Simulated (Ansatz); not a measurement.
The compound is CsPdCl3 (Pm-3m).

```
Cs Pd Cl
1.0
     0.00000    0.00000   -5.06322
     0.00000   -5.06322    0.00000
    -5.06322    0.00000    0.00000
Cs Pd Cl
1 1 3
Direct
  0.50000 0.50000 0.50000
  0.00000 0.00000 0.00000
  0.00000 0.00000 0.50000
  0.50000 0.00000 0.00000
  0.00000 0.50000 0.00000
```

The cell and positions are those that the Materials Project relaxed with its own functionals (PBE, PBE+U or r2SCAN), kept fixed. Spin-orbit coupling is left out unless a run names it. PAW set soft_2, made with PBE.

A constrained-RPA run (Ansatz 0.2.0; non-magnetic LDA; Pd d + anion p, bands v13 to c1, 4×4×4 mesh, medium accuracy) builds 14 functions on bands 7.4 eV wide, with 26.0 electrons in the window. The bare on-site interaction is 17.7 eV and the bare J 0.67 eV.

**Question.** Estimate U, U′ and J.

On the Pd d shell, U = 6.70 eV (38 % of the bare value), U′ = 5.66 eV, J = 0.52 eV.

The parent state is non-magnetic and the interaction static (zero frequency); U depends on the window and the orbitals, so it belongs to this model alone. A window that holds the anion p bands defines a model with explicit ligands; its U belongs to that model and is not the U of DFT+U.

[Paths, hosts, dates, memory and timing lines, banners, echoed tables and standing remarks are left out of the program output.]

[Logs are printed without paths, hosts, clocks, repeated set-up lines and the standing remarks that a program may print on its own settings, such as how far it seeks lower states.]

[Runs of the session that timed out or met a known fault of the program may be left out.]

[Hosts, paths, dates, database ids (printed as entryN), source tags and the programs' standing remarks are cut or masked in the printed files.]
